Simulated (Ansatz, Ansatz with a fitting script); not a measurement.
# MgS (Niningerite): the order of polymorphs from LDA to RPA, part 2 of 2

Aim: the order of polymorphs of MgS (Niningerite) by density functionals and by RPA.

Ansatz 0.2.0; density functionals and EXX+RPA, plane waves.

So far: Relax (relaxation of F-43m); Scf lda (preparation); Energy LDA (polymorph Fm-3m); Energy PBEsol (polymorph Fm-3m); Energy PBEsol-D3(BJ) (polymorph Fm-3m); Energy r2SCAN (polymorph Fm-3m).

### 10. Energy r2SCAN+rVV10 (polymorph Fm-3m)

This step: DFT, r2SCAN with rVV10, plane waves, PAW.

Input file input.yaml:

```yaml
crystal:
  lattice:
    - [0.0, 2.5945595473, 2.5945595473]
    - [2.5945595473, 0.0, 2.5945595473]
    - [2.5945595473, 2.5945595473, 0.0]
  atoms:
    - { symbol: Mg, position: [0.0, 0.0, 0.0] }
    - { symbol: S, position: [0.5, 0.5, 0.5] }
kpoints:
  mp_grid: { grid: [8, 8, 8] }
hamiltonian:
  xc: r2scan
  pseudopotentials: { kind: paw, source: ansatz }
  dispersion: rvv10
scf:
  occupations: { method: fixed }
  n_extra_bands: 4
  convergence: { dr2_threshold: 1.0e-09 }
output:
  eigenvalues: true
  forces: true
  stress: true
```

Launch:

```console
> ansatz run input.yaml --threads 8 --pin off --max-ram 18432MiB --backend cpu --events-out ev --progress --plain --runs-dir out
```

Numbers of over 12 decimals in the logs are rounded to 6 here.

Output:

```text
[...]
Crystal: 2 atoms, lattice volume = 34.932 Å³
Basis set: ecut = 620 eV, 1243 PW (Γ), exchange–correlation on 144×144×144 points (64 copies of the dense FFT grid, shifted against one another)
Bands: 12, of which v1, the nominal top of the filled ones, is band 8 counted from 1 (7 counted from 0)
Symmetry: 48 space group operations
[...]
--- Band table (eV; the first three rows and the last of 29) ---
  k-point 0: bands = [... 4 lower, -6.9947, 6.2453, 6.2453, 6.2453, 10.9181, 14.7043, 14.7043, 14.7043]
  k-point 1: bands = [... 4 lower, -6.8363, 5.2218, 6.1371, 6.1371, 11.6698, 14.4503, 14.9711, 14.9711]
  k-point 2: bands = [... 4 lower, -6.4082, 3.4163, 5.9006, 5.9006, 11.9513, 14.6380, 14.6380, 15.3965]
  k-point 28: bands = [... 4 lower, -5.1959, 2.9152, 2.9152, 3.8668, 12.1859, 14.8266, 14.8266, 15.0649]
[key lines of the parts left out:]
SCF converged after 8 iterations
Free energy (F): -2834.605619 eV
Fermi energy:    6.245253 eV
P = ⅓ Tr σ = 0.0006 GPa (0.006 kbar)
```

Elapsed: 1 s, on 8 threads of Arm Neoverse V2, shared host; peak memory 0.52 GiB.

Total energy -2834.6056 eV.

### 11. Energy r2SCAN-D4 (polymorph Fm-3m)

This step: DFT, r2SCAN with D4 dispersion, plane waves, PAW.

Edit input.yaml of step 10 so:

```diff
@@ -13,3 +13,3 @@
   pseudopotentials: { kind: paw, source: ansatz }
-  dispersion: rvv10
+  dispersion: d4
 scf:
```

Output:

```text
[...]
Crystal: 2 atoms, lattice volume = 34.932 Å³
Basis set: ecut = 620 eV, 1243 PW (Γ), exchange–correlation on 144×144×144 points (64 copies of the dense FFT grid, shifted against one another)
Bands: 12, of which v1, the nominal top of the filled ones, is band 8 counted from 1 (7 counted from 0)
Symmetry: 48 space group operations
[...]
--- Band table (eV; the first three rows and the last of 29) ---
  k-point 0: bands = [... 4 lower, -6.9821, 6.2495, 6.2495, 6.2495, 10.9602, 14.7364, 14.7364, 14.7364]
  k-point 1: bands = [... 4 lower, -6.8241, 5.2322, 6.1419, 6.1419, 11.7090, 14.4859, 15.0023, 15.0023]
  k-point 2: bands = [... 4 lower, -6.3975, 3.4330, 5.9063, 5.9063, 11.9942, 14.6663, 14.6663, 15.4288]
  k-point 28: bands = [... 4 lower, -5.1908, 2.9349, 2.9349, 3.8820, 12.2077, 14.8631, 14.8631, 15.0953]
[key lines of the parts left out:]
SCF converged after 8 iterations
Free energy (F): -2835.782193 eV
Fermi energy:    6.249534 eV
P = ⅓ Tr σ = -0.2730 GPa (-2.730 kbar)
```

Wall time 0.68 s (8 threads); peak memory 0.51 GiB.

Total energy -2835.7822 eV.

### 12. Energy HSE06 (polymorph Fm-3m)

HSE06 mixes in a quarter of exact exchange at short range. Exchange couples all pairs of k points, which makes a full band path dear, so levels are read on the mesh and at chosen points.

This step: DFT, HSE06, plane waves, PAW.

input.yaml, the sections that differ from step 11:

```yaml
kpoints:
  mp_grid: { grid: [5, 5, 5] }
hamiltonian:
  xc: hse06
  pseudopotentials: { kind: paw, source: ansatz }
output:
  eigenvalues: true
# crystal, scf: as in step 11
```

Output:

```text
[...]
davidson cushion auto → on  (no smearing: the cushion is to keep the highest requested band from converging to the state above it; pin scf.eigensolver.cushion to override)
Crystal: 2 atoms, lattice volume = 34.932 Å³
Basis set: ecut = 620 eV, 1243 PW (Γ)
Bands: 12, of which v1, the nominal top of the filled ones, is band 8 counted from 1 (7 counted from 0)
Symmetry: 48 space group operations
[...]
k-points: 10 of 125
[...]
E sigma→0 (E₀):  -2829.750054 eV
Fermi energy:    5.823670 eV
[...]
--- Band table (eV; the first three rows and the last of 10) ---
  k-point 0: bands = [... 4 lower, -8.1835, 5.8237, 5.8237, 5.8237, 10.7170, 14.9089, 14.9089, 14.9089]
  k-point 1: bands = [... 4 lower, -7.7680, 3.5621, 5.5700, 5.5700, 11.9193, 14.8754, 15.1217, 15.1217]
  k-point 2: bands = [... 4 lower, -6.9082, 0.9383, 5.2193, 5.2193, 11.5028, 14.0684, 14.0684, 17.3872]
  k-point 9: bands = [... 4 lower, -6.4058, 1.7324, 2.8555, 3.9091, 12.1311, 13.9374, 14.5636, 17.0842]
[key lines of the parts left out:]
Free energy (F): -2829.750054 eV
```

Elapsed: 2.6 s, on 8 threads; peak memory 1.2 GiB; 17 s of CPU time.

Total energy -2829.7501 eV.

### 13. Energy HSE06-D3(BJ) (polymorph Fm-3m)

This step: DFT, HSE06 with D3(BJ) dispersion, plane waves, PAW.

Edit input.yaml of step 12 so:

```diff
@@ -13,2 +13,3 @@
   pseudopotentials: { kind: paw, source: ansatz }
+  dispersion: d3bj
 scf:
```

Output:

```text
[...]
Crystal: 2 atoms, lattice volume = 34.932 Å³
Basis set: ecut = 620 eV, 1243 PW (Γ)
Bands: 12, of which v1, the nominal top of the filled ones, is band 8 counted from 1 (7 counted from 0)
Symmetry: 48 space group operations
[...]
k-points: 10 of 125
[...]
SCF iter   1: F=—  HF=-2829.598483 eV  |F-HF|=—  |Δ(HF+E_count)|=         —  Δρ=4.19e-2  dr2=3.45e-1  ethr=1.00e-1  ⟨swp⟩=6.9  Hψ=448  notcnv=0
[...]
E sigma→0 (E₀):  -2830.571659 eV
Fermi energy:    5.823670 eV
[...]
--- Band table (eV; the first three rows and the last of 10) ---
  k-point 0: bands = [... 4 lower, -8.1835, 5.8237, 5.8237, 5.8237, 10.7170, 14.9089, 14.9089, 14.9089]
  k-point 1: bands = [... 4 lower, -7.7680, 3.5621, 5.5700, 5.5700, 11.9193, 14.8754, 15.1217, 15.1217]
  k-point 2: bands = [... 4 lower, -6.9082, 0.9383, 5.2193, 5.2193, 11.5028, 14.0684, 14.0684, 17.3872]
  k-point 9: bands = [... 4 lower, -6.4058, 1.7324, 2.8555, 3.9091, 12.1311, 13.9374, 14.5636, 17.0842]
[key lines of the parts left out:]
Free energy (F): -2830.571659 eV
```

Elapsed: 2.5 s, on 8 threads; peak memory 1.2 GiB; 16 s of CPU time.

Total energy -2830.5717 eV.

### 14. Energy RPA (polymorph Fm-3m)

The RPA correlation energy is summed at several response cutoffs, since it converges slowly from above.

This step: EXX+RPA on LDA, plane waves, norm-conserving pseudopotentials.

input.yaml, the sections that differ from step 13:

```yaml
hamiltonian:
  xc: lda
  pseudopotentials: { kind: nc, xc_functional: pbe }
scf:
  occupations: { method: fixed }
  convergence: { dr2_threshold: 1.0e-09 }
output:
  rpa_energy:
    ecut_chi_ladder: [204, 238, 272, 306, 340]
    long_wavelength: optical_limit
    n_empty_bands: 175
basis:
  ecutwfc: 1142.878222
  xc_grid: 3
# crystal, kpoints: as in step 13
```

Output:

```text
[...]
Crystal: 2 atoms, lattice volume = 34.932 Å³
Basis set: ecut = 1142.878222 eV, 3119 PW (Γ), exchange–correlation on 135×135×135 points (27 copies of the dense FFT grid, shifted against one another)
Bands: 12, of which v1, the nominal top of the filled ones, is band 8 counted from 1 (7 counted from 0)
Symmetry: 48 space group operations
[...]
k-points: 10 of 125
[...]
SCF iter   1: F=—  HF=-1911.789924 eV  |F-HF|=—  |Δ(HF+E_count)|=         —  Δρ=3.20e-2  dr2=2.02e-1  ethr=3.10e-3  ⟨swp⟩=5.1  Hψ=679  notcnv=0  defer=12
[...]
SCF iter   8: F=-1911.740688 eV  HF=-1911.740688 eV  |F-HF|=4.32e-12  |Δ(HF+E_count)|=  4.05e-10  Δρ=2.06e-7  dr2=7.21e-12  ethr=6.25e-12  ⟨swp⟩=5.8  Hψ=592  notcnv=0
SCF 1 converged in 8 iterations: F = -1911.740688 eV  dr2 = 7.21e-12
NSCF: frozen V_eff on 10 k-points
EXX+RPA screening: q 1/10 (q-point 5)
EXX+RPA screening: q 2/10 (q-point 6)
EXX+RPA screening: q 3/10 (q-point 10)
EXX+RPA screening: q 4/10 (q-point 7)
EXX+RPA screening: q 5/10 (q-point 9)
EXX+RPA screening: q 6/10 (q-point 2)
EXX+RPA screening: q 7/10 (q-point 3)
EXX+RPA screening: q 8/10 (q-point 4)
EXX+RPA screening: q 9/10 (q-point 8)
EXX+RPA screening: q 10/10 (q-point 1)
[...]
SCF converged after 8 iterations
Free energy (F): -1911.740688 eV
[...]
Internal energy: -1911.740688 eV  (E = F + TS)
E sigma→0 (E₀):  -1911.740688 eV
Fermi energy:    6.344680 eV
[...]
--- Band table (eV; the first three rows and the last of 10) ---
  k-point 0: bands = [... 4 lower, -6.4160, 6.3447, 6.3447, 6.3447, 9.8384, 14.0952, 14.0952, 14.0952]
  k-point 1: bands = [... 4 lower, -6.0283, 4.1497, 6.1061, 6.1061, 11.0954, 14.0066, 14.2521, 14.2521]
  k-point 2: bands = [... 4 lower, -5.2210, 1.7341, 5.7820, 5.7820, 10.7889, 13.2126, 13.2126, 16.0869]
  k-point 9: bands = [... 4 lower, -4.7561, 2.4869, 3.5531, 4.4931, 11.2702, 13.1875, 13.6758, 16.0544]
--- EXX+RPA: 5×5×5 mesh (10 irreducible q, 455/1250 k–q pairs), 183 bands' worth read of 188 solved (the sum completed by the states above those read; Γ's head and wings end at those read), 8 occupied, 14 frequency nodes, the response taken to reach 1554.2 eV, pair-density box ratio 4, q→0 included in E_x (Coulomb truncated on the Wigner–Seitz cell) and E_c (k·p head, wings) ---
  smallest occupied→empty transition 2.907e0 eV, smallest direct gap 3.494e0 eV
  indirect gap at most 2.907e0 eV, over 10 k-points of the mesh
  bands read: the sum over 183 bands ends inside a degenerate multiplet in 1 slot, whose members it reads at an even weight; the widest, k=0: bands 182 to 184 (counted from 1) at 2/3 each
  E_x                     =      -263.867474 eV
  E_xc[n_v+n_c], E_xc[n_v] =      -295.343984, -271.361615 eV (parent functional, the pass's orbitals; any nonlocal part keeps n_c)
  E_c ladder  E_cut^χ (eV)   ⟨N_G⟩      E_cut^sphere (eV)      E_c (eV)
                  204.00      230.5            203.63        -16.537722
                  238.00      290.6            237.65        -17.342825
                  272.00      355.2            271.68        -18.022775
                  306.00      424.7            306.06        -18.605775
                  340.00      496.6            339.70        -19.094660
  E_c(E_cut→∞)            =       -21.190084 ± 0.181052 eV  (E_cut^-3/2 fit over 5 rungs)
  S(q), 6 of 9 wave vectors   |q| (1/Å)       S_0(q)   S_0 (bands read)   S_RPA(q)   (top rung; structure_factors; the frequency nodes sum S_0 to within 6.0e-7)
    ( 0.0000,  0.0000,  0.2000)    0.41945     0.037089           0.036618   0.017606
    ( 0.0000,  0.2000,  0.2000)    0.48434     0.048519           0.047890   0.023379
    ( 0.0000,  0.2000, -0.2000)    0.68495     0.087122           0.085856   0.045486
    ( 0.0000,  0.2000,  0.4000)    0.80318     0.112036           0.110286   0.061307
    ( 0.0000,  0.0000,  0.4000)    0.83889     0.118077           0.116165   0.065971
    ( 0.0000,  0.4000,  0.4000)    0.96867     0.147618           0.145049   0.086194
  core–valence xc dropped  : E_EXX =     -1880.264177 eV   E_EXX+RPA =     -1901.454261 eV
  core–valence xc semilocal: E_EXX =     -1904.246547 eV   E_EXX+RPA =     -1925.436631 eV
```

Run time: 52 s. Hardware: 8 threads; peak memory 1 GiB.

This step gave:

```yaml
exact_exchange_energy: -263.8675 eV
rpa_correlation_energy: -21.19 eV
```

Extrapolated from these cutoffs, the correlation energy is -10.60 eV per atom (fit error 0.09); such a limit moves with the range of cutoffs.

RPA ladder, by row:

```tsv
response cutoff (eV)	mean plane waves	sphere-equivalent cutoff (eV)	correlation energy (eV)
204	230.5	203.6	-16.54
238	290.6	237.7	-17.34
272	355.2	271.7	-18.02
306	424.7	306.1	-18.61
340	496.6	339.7	-19.09
```

### 15. Energy Hartree-Fock on PAW files (polymorph Fm-3m)

Exact exchange on orbitals of the same functional is the other half of the RPA total energy; it is taken from PAW data, not from the files of the RPA run.

This step: Hartree-Fock energy on orbitals of LDA, plane waves, PAW.

input.yaml, the sections that differ from step 14:

```yaml
hamiltonian:
  xc: lda
  pseudopotentials: { kind: paw, source: ansatz, frozen_core: stored }
output:
  embedding: [{ level: hf }]
basis:
  ecutwfc: 1000
# crystal, kpoints, scf: as in step 14
```

Output:

```text
Warning: <dir> the record states the generating functional pbe (its physics header spells it `PBE`), which answers neither for hamiltonian.xc's functional nor for the lda family's, and the run keeps its frozen core as the file was made (hamiltonian.pseudopotentials.frozen_core says where one is remade) — results may be inconsistent (PPs are generated against a specific XC)
[...]
Crystal: 2 atoms, lattice volume = 34.932 Å³
Basis set: ecut = 1000 eV, 2565 PW (Γ)
Bands: 12, of which v1, the nominal top of the filled ones, is band 8 counted from 1 (7 counted from 0)
Symmetry: 48 space group operations
[...]
k-points: 10 of 125
[...]
SCF iter   1: F=—  HF=-2774.230037 eV  |F-HF|=—  |Δ(HF+E_count)|=         —  Δρ=3.60e-2  dr2=2.64e-1  ethr=3.10e-3  ⟨swp⟩=5.0  Hψ=685  notcnv=0  defer=8
[...]
SCF iter   7: F=-2774.146647 eV  HF=-2774.146647 eV  |F-HF|=5.41e-11  |Δ(HF+E_count)|=   2.27e-8  Δρ=7.15e-7  dr2=5.94e-11  ethr=6.25e-12  ⟨swp⟩=6.6  Hψ=678  notcnv=0
SCF 1 converged in 7 iterations: F = -2774.146647 eV  dr2 = 5.94e-11
[...]
Embedding: level 1/1
SCF converged after 7 iterations
Free energy (F): -2774.146647 eV
[...]
Internal energy: -2774.146647 eV  (E = F + TS)
E sigma→0 (E₀):  -2774.146647 eV
Fermi energy:    6.301729 eV
[...]
--- Band table (eV; the first three rows and the last of 10) ---
  k-point 0: bands = [... 4 lower, -6.3998, 6.3017, 6.3017, 6.3017, 9.8494, 14.0810, 14.0810, 14.0810]
  k-point 1: bands = [... 4 lower, -6.0144, 4.1336, 6.0663, 6.0663, 11.0832, 13.9815, 14.2250, 14.2250]
  k-point 2: bands = [... 4 lower, -5.2125, 1.7339, 5.7462, 5.7462, 10.7647, 13.1765, 13.1765, 16.0836]
  k-point 9: bands = [... 4 lower, -4.7475, 2.4741, 3.5262, 4.4721, 11.2782, 13.1616, 13.6372, 16.0016]
--- Embedding: other levels on nested regions, to first order at the run's own orbitals ---
  hf on the whole cell: 8 occupied orbitals
    hf − lda = -30.213752 eV: smooth +131.354032, one-centre +115.637516, exact exchange -277.205300 eV
  E of the run      =     -2774.146647 eV
  E with the levels =     -2804.360399 eV; the forces and the stress are the run's own
```

Run time: 25 s. Hardware: 8 threads; peak memory 3.3 GiB.

This step gave:

```yaml
hartree_fock_energy_on_these_orbitals: -2804.3604 eV
```

### 16. All cells and rungs

The same runs were made at every cell; a script gathers them. RPA correlation comes from norm-conserving files. It is added to exact exchange from a separate PAW run with frozen cores, on orbitals of the same functional but not those of the RPA run. Both sets of files were made for PBE. One row takes the correlation at one cutoff for all cells, another carries it to the limit cell by cell, where the extrapolations scatter.

Cells, by row:

```tsv
polymorph	atoms	volume per formula unit (Å³)
Fm-3m (225)	2	34.93
F-43m (216)	2	45.02
P6_3mc (186)	4	44.99
```

Energy less that of the first cell; no zero-point or thermal terms; the two rows with exchange from PAW are two estimates of the RPA value: one cutoff favours the denser form, the extrapolation scatters; the order is settled only where both agree in sign beyond some 15 meV. Ladder, by row:

```tsv
level	Fm-3m (225), meV per formula unit	F-43m (216), meV per formula unit	P6_3mc (186), meV per formula unit	wall time, all cells (s)
LDA	0	170.3	152.7	2.79
PBEsol	0	155.2	136.5	2.89
PBEsol-D3(BJ)	0	287	268.8	2.87
r2SCAN	0	60.7	43	5.48
r2SCAN+rVV10	0	113.9	96.5	7.63
r2SCAN-D4	0	102.4	84.6	5.49
HSE06	0	40.1	19.8	14.33
HSE06-D3(BJ)	0	218.3	200.1	14.3
EXX (PAW, exact core-valence exchange)	0	-329.1	-346.4	-
EXX+RPA, exchange from PAW, correlation at one sphere-equivalent cutoff of 323 eV	0	86.7	68.4	1584
EXX+RPA, exchange from PAW, correlation extrapolated in each cell	0	77.1	56.8	1584
EXX+RPA on norm-conserving files alone at that cutoff, core-valence term dropped	0	79	61.3	1584
EXX+RPA on norm-conserving files alone at that cutoff, core-valence term semilocal	0	86.1	67.4	1584
RPA correlation	0	415.8	414.8	1584
```

### 17. What came out

| Item | Value |
| --- | --- |
| LDA | lowest: Fm-3m (225) |
| PBEsol | lowest: Fm-3m (225) |
| PBEsol-D3(BJ) | lowest: Fm-3m (225) |
| r2SCAN | lowest: Fm-3m (225) |
| r2SCAN+rVV10 | lowest: Fm-3m (225) |
| r2SCAN-D4 | lowest: Fm-3m (225) |
| HSE06 | lowest: Fm-3m (225) |
| HSE06-D3(BJ) | lowest: Fm-3m (225) |
| EXX+RPA, exchange from PAW, correlation at one sphere-equivalent cutoff of 323 eV | lowest: Fm-3m (225) |
| EXX+RPA, exchange from PAW, correlation extrapolated in each cell | lowest: Fm-3m (225) |
| RPA settings | 5×5×5 and 5×5×3 mesh, response cutoffs up to 340 eV |

What this shows: Against the first cell the two RPA rows with exchange from PAW give F-43m (216) 77 to 87 meV and P6_3mc (186) 57 to 68 meV per formula unit; neither is exact, since one cutoff truncates unlike cells unequally and the extrapolation scatters. RPA puts Fm-3m (225) lowest of the 3 forms run, which need not hold the ground state; LDA, PBEsol, PBEsol-D3(BJ), r2SCAN, r2SCAN+rVV10, r2SCAN-D4, HSE06 and HSE06-D3(BJ) agree. Energies are for static lattices at cells relaxed by one functional; vibrations can shift such differences by some meV per atom. Each cell's own extrapolation carries a fit error of up to 91 meV per atom, and its limit still moves with the cutoffs, so totals aren't converged; only differences at equal settings are used. RPA is evaluated on semilocal orbitals, not self-consistently, on a coarse mesh. The cells differ in size and shape, so mesh and cutoff errors cancel only in part.

[Paths, hosts, dates, memory and timing lines, banners, echoed tables and standing remarks are left out of the program output.]

[Logs are printed without paths, hosts, clocks, repeated set-up lines and the standing remarks that a program may print on its own settings, such as how far it seeks lower states.]

[Runs of the session that timed out or met a known fault of the program may be left out.]

[Hosts, paths, dates, database ids (printed as entryN), source tags and the programs' standing remarks are cut or masked in the printed files.]
